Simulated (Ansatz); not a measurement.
# CsAgMoO4 (built on the sites of a database entry of CsLiMoO4): from the cell to its phonons

The cell of CsAgMoO4 (built on the sites of a database entry of CsLiMoO4) is at rest. What are its phonons? After the zone centre comes a 2×2×2 q mesh on a 4×4×4 k mesh.

Program: Ansatz 0.2.0. Level of theory: DFT PBE+D4, scalar-relativistic, plane waves, PAW. Results are calculated unless marked as measured.

The structure was built from a prototype and need not be the compound's stable phase.

### 1. The structure

Symmetry: F-43m, No. 216, cubic system. The conventional cell has a = 9.227 Å, b = 9.227 Å, c = 9.227 Å, α = 90.00°, β = 90.00°, γ = 90.00°. Cs has 12 O at 3.87 Å nearest. Nearest to Ag lie 4 O at 2.22 Å. Mo has 4 O at 1.77 Å nearest. Nearest to O lie 1 Mo at 1.77 Å and 1 Ag at 2.22 Å and 3 Cs at 3.87 Å. Farther neighbours and most contacts between anions are not listed.

### 2. Modes at Γ

The cell comes from relaxations at this level that are not shown. The zone centre comes first: it holds the modes that light can see, as far as symmetry allows. The response to a homogeneous field gives the Born charges and the dielectric tensor.

File input.yaml:

```yaml
crystal:
  lattice:
    - [0.0, 4.6134148383, 4.6134148383]
    - [4.6134148383, 0.0, 4.6134148383]
    - [4.6134148383, 4.6134148383, 0.0]
  atoms:
    - { symbol: Cs, position: [0.75, 0.75, 0.75] }
    - { symbol: Ag, position: [0.5, 0.5, 0.5] }
    - { symbol: Mo, position: [0.25, 0.25, 0.25] }
    - { symbol: O, position: [0.9169708176, 0.3610097275, 0.3610097275] }
    - { symbol: O, position: [0.3610097275, 0.3610097275, 0.9169708176] }
    - { symbol: O, position: [0.3610097275, 0.9169708176, 0.3610097275] }
    - { symbol: O, position: [0.3610097275, 0.3610097275, 0.3610097275] }
kpoints:
  mp_grid: { grid: [4, 4, 4] }
hamiltonian:
  xc: pbe
  dispersion: d4
scf:
  occupations: { method: fixed }
output:
  eigenvalues: true
phonons:
  method: dfpt
  dielectric: true
  rigid_motions: translations
```

Launch:

```sh
$ ansatz run input.yaml --threads 8 --pin off --max-ram 14336MiB --backend cpu --events-out ev --progress --plain --runs-dir out
```

Numbers of over 12 decimals in the logs are rounded to 6 here.

The log of the run:

```text
Engine: ansatz 0.2.0, aarch64-unknown-linux-gnu
Pseudopotentials: kind: paw
Pseudopotential: Cs, paw, valence charge 9, recommended cutoff 420 eV (normal), Cs.paw.azcp
Pseudopotential: Ag, paw, valence charge 19, recommended cutoff 420 eV (normal), Ag.paw.azcp
Pseudopotential: Mo, paw, valence charge 14, recommended cutoff 420 eV (normal), Mo.paw.azcp
Pseudopotential: O, paw, valence charge 6, recommended cutoff 420 eV (normal), O.paw.azcp
Functional definition: PBE
  parameter kappa = 0.804
  parameter beta = 0.066725
  exchange = pbe_x(kappa = kappa, mu = beta*pi^2/3)
  correlation = pbe_c(beta = beta)
Crystal: 7 atoms, lattice volume = 196.380 Å³
Basis set: ecut = 420 eV, 3839 PW (Γ), exchange–correlation on 90×90×90 points (8 copies of the dense FFT grid, shifted against one another)
Bands: 40, of which v1, the nominal top of the filled ones, is band 33 counted from 1 (32 counted from 0)
Symmetry: 24 space group operations
k-points: 24 of 64 (irreducible under 2 space group operations, time reversal used)
Non-local potential: Cs, projectors of the file, l = 0: 3, l = 1: 2, l = 2: 2, l = 3: 2
Non-local potential: Ag, projectors of the file, l = 0: 3, l = 1: 2, l = 2: 2, l = 3: 1
Non-local potential: Mo, projectors of the file, l = 0: 3, l = 1: 2, l = 2: 2, l = 3: 1
Non-local potential: O, projectors of the file, l = 0: 2, l = 1: 2, l = 2: 1
PAW form: soft (Blöchl's): semilocal exchange-correlation on the pseudo side does not see the compensation charge
PAW one-centre angular grid: Cs, 194 points (default); XC on 64 Gauss nodes
PAW one-centre angular grid: Ag, 590 points (default); XC on 64 Gauss nodes
PAW one-centre angular grid: Mo, 590 points (default); XC on 64 Gauss nodes
PAW one-centre angular grid: O, 110 points (default); XC on 64 Gauss nodes
Initial density: superposition of atomic densities (neutral atoms: chi_scale 0, normalization atom), corrected by the library's trained network
Initial wavefunctions: pseudopotential atomic-orbital guess
Functional: x = pbe(κ = 0.804, μ = 0.219515), c = pbe(β = 0.066725)
SCF iter   1: F=—  HF=-20489.582561 eV  |F-HF|=—  |Δ(HF+E_count)|=         —  Δρ=3.32e-3  dr2=3.93e-2  ethr=1.77e-3  ⟨swp⟩=4.9  Hψ=3461  notcnv=0  defer=114
preconditioner: auto → Resta (q_TF=auto, 2.275 Å⁻¹)  ε∞=4.1  [insulator: Δε(μ)=2.823 eV  Ē_g=10.652 eV  n_scr=50 (ndim 8)  ℏωp=18.7 eV  f_vac=0.315  ε∞_Penn≈4.1]
SCF iter   2: F=—  HF=-20489.575258 eV  |F-HF|=—  |Δ(HF+E_count)|=   7.30e-3  Δρ=1.63e-3  dr2=4.44e-3  ethr=5.95e-5  ⟨swp⟩=2.5  Hψ=1748  notcnv=0  defer=116
SCF iter   3: F=—  HF=-20489.574614 eV  |F-HF|=—  |Δ(HF+E_count)|=   6.44e-4  Δρ=8.30e-4  dr2=1.78e-3  ethr=6.73e-6  ⟨swp⟩=2.0  Hψ=1690  notcnv=0  defer=116
SCF iter   4: F=—  HF=-20489.574488 eV  |F-HF|=—  |Δ(HF+E_count)|=   1.26e-4  Δρ=4.88e-4  dr2=6.53e-4  ethr=2.69e-6  ⟨swp⟩=2.0  Hψ=1354  notcnv=0  defer=116
SCF iter   5: F=—  HF=-20489.574385 eV  |F-HF|=—  |Δ(HF+E_count)|=   1.03e-4  Δρ=1.45e-4  dr2=5.53e-5  ethr=9.89e-7  ⟨swp⟩=2.0  Hψ=1354  notcnv=0  defer=116
SCF iter   6: F=—  HF=-20489.574390 eV  |F-HF|=—  |Δ(HF+E_count)|=   4.81e-6  Δρ=5.31e-5  dr2=7.73e-6  ethr=8.37e-8  ⟨swp⟩=2.0  Hψ=1376  notcnv=0  defer=98
SCF iter   7: F=—  HF=-20489.574385 eV  |F-HF|=—  |Δ(HF+E_count)|=   4.89e-6  Δρ=1.30e-5  dr2=5.35e-7  ethr=1.17e-8  ⟨swp⟩=2.0  Hψ=1380  notcnv=0  defer=94
SCF iter   8: F=—  HF=-20489.574515 eV  |F-HF|=—  |Δ(HF+E_count)|=   1.30e-4  Δρ=2.97e-6  dr2=3.09e-8  ethr=8.11e-10  ⟨swp⟩=2.0  Hψ=1424  notcnv=0  defer=66
SCF iter   9: F=—  HF=-20489.574515 eV  |F-HF|=—  |Δ(HF+E_count)|=   1.12e-8  Δρ=7.14e-7  dr2=2.15e-9  ethr=4.68e-11  ⟨swp⟩=2.1  Hψ=1401  notcnv=0  defer=66
SCF iter  10: F=—  HF=-20489.574515 eV  |F-HF|=—  |Δ(HF+E_count)|=   8.86e-9  Δρ=2.33e-7  dr2=1.88e-10  ethr=3.26e-12  ⟨swp⟩=2.0  Hψ=1374  notcnv=0  defer=66
SCF iter  11: F=-20489.574515 eV  HF=-20489.574515 eV  |F-HF|=5.82e-11  |Δ(HF+E_count)|=   1.14e-9  Δρ=9.33e-8  dr2=1.92e-11  ethr=1.00e-12  ⟨swp⟩=13.5  Hψ=5734  notcnv=0
SCF 1 converged in 11 iterations: F = -20489.574515 eV  dr2 = 1.92e-11
  greatest PAW one-centre occupation: 1.000 electrons in one spin orbital (limit 2), on the Ag atom at site 1 (counted from 0), in its partial waves of l = 0
NSCF: frozen V_eff on 1 k-points
DFPT response loops at Γ: preconditioner auto → none (the input reference at scf.mixing.eps_inf says where Resta's filter doesn't serve); β = 0.50; Broyden in place of MSR1
SCF converged after 11 iterations
Free energy (F): -20489.574515 eV
Harris-Foulkes:  -20489.574515 eV  (|F-HF|=5.82e-11)
Internal energy: -20489.574515 eV  (E = F + TS)
E sigma→0 (E₀):  -20489.574515 eV
Fermi energy:    2.689857 eV
--- Per-component energies (eV) ---
  E_band       = -950.751060
  E_kinetic    = 1804.205173
  E_local      = -9703.625800  (includes V_loc(G=0)·N_el)
  E_nonlocal   = 446.753545
  E_hartree    = 4091.410818
  E_xc         = -833.062925
  E_vxc        = -959.993614  (∫ρ·V_xc dr)
  E_paw        = -12803.320184  (= ΣΔE_a)
  E_vpaw       = -720.922063  (= ΣTr[D̂ρ^β])
  E_aug_tail   = 0.010187  (compensation charges beyond the density's cutoff)
  E_ewald      = -3490.992158
  E_disp       = -0.953169  (pairwise vdW)
  E_smearing   = -0.000000  (= −TS)
  E_closure    = 0.000000  (closes the sum)
  Σ components = -20489.574515   (vs F -20489.574515, Δ=0.00e0)
--- Band table (eV; the first three rows and the last of 24) ---
  k-point 0: bands = [... 29 lower, 1.5002, 1.9503, 1.9503, 1.9503, 5.5942, 6.5272, 6.5272, 8.3473, ... 3 higher]
  k-point 1: bands = [... 29 lower, 1.6698, 2.2888, 2.2888, 2.3279, 6.0004, 6.5043, 6.5043, 7.6991, ... 3 higher]
  k-point 2: bands = [... 29 lower, 1.6889, 2.5490, 2.5490, 2.6859, 6.4829, 6.4829, 6.4979, 7.3763, ... 3 higher]
  k-point 23: bands = [... 29 lower, 1.6889, 2.5490, 2.5490, 2.6859, 6.4829, 6.4829, 6.4979, 7.3763, ... 3 higher]
--- Phonons (Γ-DFPT): 4 representative perturbations + reference, on 24 of 64 k-points (Σ response iterations 15) ---
  k mesh reduced under 2 symmetry operations, with k and −k counted as one. Each operation leaves every solved perturbation unchanged. A smaller set is not considered because the run solves the response to a homogeneous field
  ASR residual: 1.000e-4 → 0.000e0 eV/Å²; symmetrization residual: 5.132e-6 eV/Å²
  pairwise dispersion correction: d4 (s6 = 1.0, s8 = 0.95948085, s9 = 1.0, a1 = 0.38574991, a2_bohr = 4.80688534), with the weights of each atom's references fixed at the reference crystal's, and the forces and stress that the weights' published response gives there kept as a pressure on the atom's counted neighbours (hamiltonian.dispersion)
  ASR residual per site (eV/Å²): 6.19e-6 1.00e-4 3.46e-5 7.67e-5 7.67e-5 7.67e-5 7.67e-5
  Γ frequencies (cm⁻¹): -105.77 -105.77 -105.77 -13.09 -13.09 -13.09 0.00 0.00 0.00 110.92 110.92 110.92 267.63 267.63 309.69 309.69 309.69 834.07 834.07 834.07 908.37
  ε∞ (high-frequency dielectric tensor):
        2.836294     0.000000     0.000000
        0.000000     2.836294     0.000000
        0.000000     0.000000     2.836294
  softest optical mode at Γ: -105.77 cm⁻¹; the repairs (sum rule, projections) moved no ω² at Γ by more than (1.78 cm⁻¹)²
  Born effective charges Z* (e; rows j = field, columns β = displacement):
    site 0:
         1.30148   -0.00000   -0.00000
        -0.00000    1.30148   -0.00000
        -0.00000    0.00000    1.30148
    site 1:
         1.22763   -0.00000   -0.00000
        -0.00000    1.22763   -0.00000
        -0.00000    0.00000    1.22763
    site 2:
         3.54153   -0.00000   -0.00000
        -0.00000    3.54153   -0.00000
        -0.00000   -0.00000    3.54153
    site 3:
        -1.51766    0.96605    0.96605
         0.96605   -1.51766   -0.96605
         0.96605   -0.96605   -1.51766
    site 4:
        -1.51766   -0.96605    0.96605
        -0.96605   -1.51766    0.96605
         0.96605    0.96605   -1.51766
    site 5:
        -1.51766    0.96605   -0.96605
         0.96605   -1.51766    0.96605
        -0.96605    0.96605   -1.51766
    site 6:
        -1.51766   -0.96605   -0.96605
        -0.96605   -1.51766   -0.96605
        -0.96605   -0.96605   -1.51766
  Z* charge neutrality: 6.075e-6 e pre-enforcement
  k-mesh period / interband length: 26.1 Å / 1.21 Å = 21.53 at k = (0.0000, 0.0000, -0.5000), direct gap 3.797 eV — 14 or more, which is no proof of convergence
  optical modes at Γ without the LO–TO term, one row a degenerate level:
      ω (cm⁻¹)  modes    IR ((D/Å)²/amu)
       -105.77      3             0.0000
        -13.09      3             1.6954
        110.92      3             2.9562
        267.63      2             0.0000
        309.69      3             0.3059
        834.07      3            78.0940
        908.37      1             0.0000
  optical modes at Γ + LO–TO along q̂ = [1.0000, 0.0000, 0.0000]:
      ω (cm⁻¹)  modes    IR ((D/Å)²/amu)
       -105.77      3             0.0000
        -13.09      2             1.1303
         35.79      1             0.2470
        110.92      2             1.9708
        126.53      1             0.9225
        267.63      2             0.0000
        309.69      2             0.2039
        310.26      1             0.0844
        834.07      2            52.0627
[...]
optical modes at Γ + LO–TO along q̂ = [0.0000, 1.0000, 0.0000]:
      ω (cm⁻¹)  modes    IR ((D/Å)²/amu)
[...]
908.37      1             0.0000
  optical modes at Γ + LO–TO along q̂ = [0.0000, 0.0000, 1.0000]:
      ω (cm⁻¹)  modes    IR ((D/Å)²/amu)
       -105.77      3             0.0000
        -13.09      2             1.1303
         35.79      1             0.2470
        110.92      2             1.9708
        126.53      1             0.9225
        267.63      2             0.0000
        309.69      2             0.2039
        310.26      1             0.0844
        834.07      2            52.0627
        892.28      1            26.4299
        908.37      1             0.0000
```

Wall time 24 s (8 threads of Arm Neoverse V2, shared host); peak memory 1.4 GiB; 2.9 min of CPU time.

Reading the cycles: dr2 is the Hartree energy of the density residual (eV), the measure of convergence; HF is the Harris–Foulkes estimate of the energy, which meets the free energy F at convergence.

This step gave:

```
gap on the k-mesh                                       : 2.904 eV
volume per atom                                         : 28.05 Å³
sum-rule residual before enforcement                    : 1.00e-4 eV/Å²
miss of the charge sum rule                             : 6.07e-6 e
point group                                             : -43m
highest optical mode at the zone centre (no LO-TO term) : 908.4 cm⁻¹
lowest optical zone-centre mode                         : -105.8 cm⁻¹
mean high-frequency dielectric constant                 : 2.836
largest Born charge (third of the trace)                : 3.542 e
top of the zone-centre spectrum with the field          : 908.4 cm⁻¹
```

Without the LO-TO term. Patterns of degenerate modes are one choice out of their space. The modes at Γ (shares of kinetic energy by element, %) (negative means imaginary):

```csv
mode,frequency (cm⁻¹),symmetry,Cs %,Ag %,Mo %,O %
1,-105.8,T1,0,0,0,100
2,-105.8,T1,0,0,0,100
3,-105.8,T1,0,0,0,100
4,-13.1,T2,67,10,13,11
5,-13.1,T2,67,10,13,11
6,-13.1,T2,67,10,13,11
7,0.0,acoustic,33,27,24,16
8,0.0,acoustic,33,27,24,16
9,0.0,acoustic,33,27,24,16
10,110.9,T2,0,61,15,23
11,110.9,T2,0,61,15,23
12,110.9,T2,0,61,15,23
13,267.6,E,0,0,0,100
14,267.6,E,0,0,0,100
15,309.7,T2,0,2,29,69
16,309.7,T2,0,2,29,69
17,309.7,T2,0,2,29,69
18,834.1,T2,0,0,19,81
19,834.1,T2,0,0,19,81
20,834.1,T2,0,0,19,81
21,908.4,A1,0,0,0,100
```

Displacements in mode 1 (-105.8 cm⁻¹), the largest set to 1:
```
Cs1  0.00  0.00  0.00
Ag2  0.00  0.00  0.00
Mo3  0.00  0.00  0.00
O4   0.41 -0.59  1.00
O5  -0.60  0.59 -0.01
O6   0.60 -0.40 -1.00
O7  -0.41  0.40  0.01
```

Displacements in mode 11 (110.9 cm⁻¹), the largest set to 1:
```
Cs1  0.00 -0.05 -0.06
Ag2  0.01  0.88  1.00
Mo3  0.00 -0.46 -0.53
O4  -0.30 -0.52 -0.63
O5  -0.02 -0.83 -0.91
O6   0.02 -0.83 -0.91
O7   0.29 -0.52 -0.63
```

Optical modes at the zone centre, without and with the macroscopic field of the longitudinal modes; each column is sorted by frequency, so a row need not hold one and the same mode. Modes with and without the field, by row:

```csv
rank among optical modes,no field (cm⁻¹),"q along (1, 0, 0) (cm⁻¹)"
1,-105.8,-105.8
2,-105.8,-105.8
3,-105.8,-105.8
4,-13.1,-13.1
5,-13.1,-13.1
6,-13.1,35.8
7,110.9,110.9
8,110.9,110.9
9,110.9,126.5
10,267.6,267.6
11,267.6,267.6
12,309.7,309.7
13,309.7,309.7
14,309.7,310.3
15,834.1,834.1
16,834.1,834.1
17,834.1,892.3
18,908.4,908.4
```

Born charge (rows field, columns displacement) (e), principal values of the symmetric part by kind of site:

```csv
atom,atoms with these values,low,middle,high,mean
Cs1,1,1.30,1.30,1.30,1.30
Ag2,1,1.23,1.23,1.23,1.23
Mo3,1,3.54,3.54,3.54,3.54
O4,4,-3.45,-0.55,-0.55,-1.52
```

In full for Ag2:

```
1.23 0.00 0.00
0.00 1.23 0.00
0.00 0.00 1.23
```

High-frequency dielectric tensor:

```
2.84 0.00 0.00
0.00 2.84 0.00
0.00 0.00 2.84
```

Transverse modes; imaginary modes are left out. Lines of the infrared spectrum (strongest = 100):

```csv
position (cm⁻¹),label,relative intensity
111,T2,3.8
268,E,0.0
310,T2,0.4
834,T2,100
908,A1,0.0
```

Before it was imposed, the acoustic sum rule was missed by 1.0e-4 eV/Å² and the charge sum rule by 6.1e-6 e. Small misses are needed for a sound result but don't prove that mesh and cutoff are converged. The lowest optical mode is imaginary, 105.8i cm⁻¹, so the energy falls along it.

[end of part 1 of 2]

[Logs are printed without paths, hosts, clocks, repeated set-up lines and the standing remarks that a program may print on its own settings, such as how far it seeks lower states.]

[Hosts, paths, dates, database ids (printed as entryN), source tags and the programs' standing remarks are cut or masked in the printed files.]
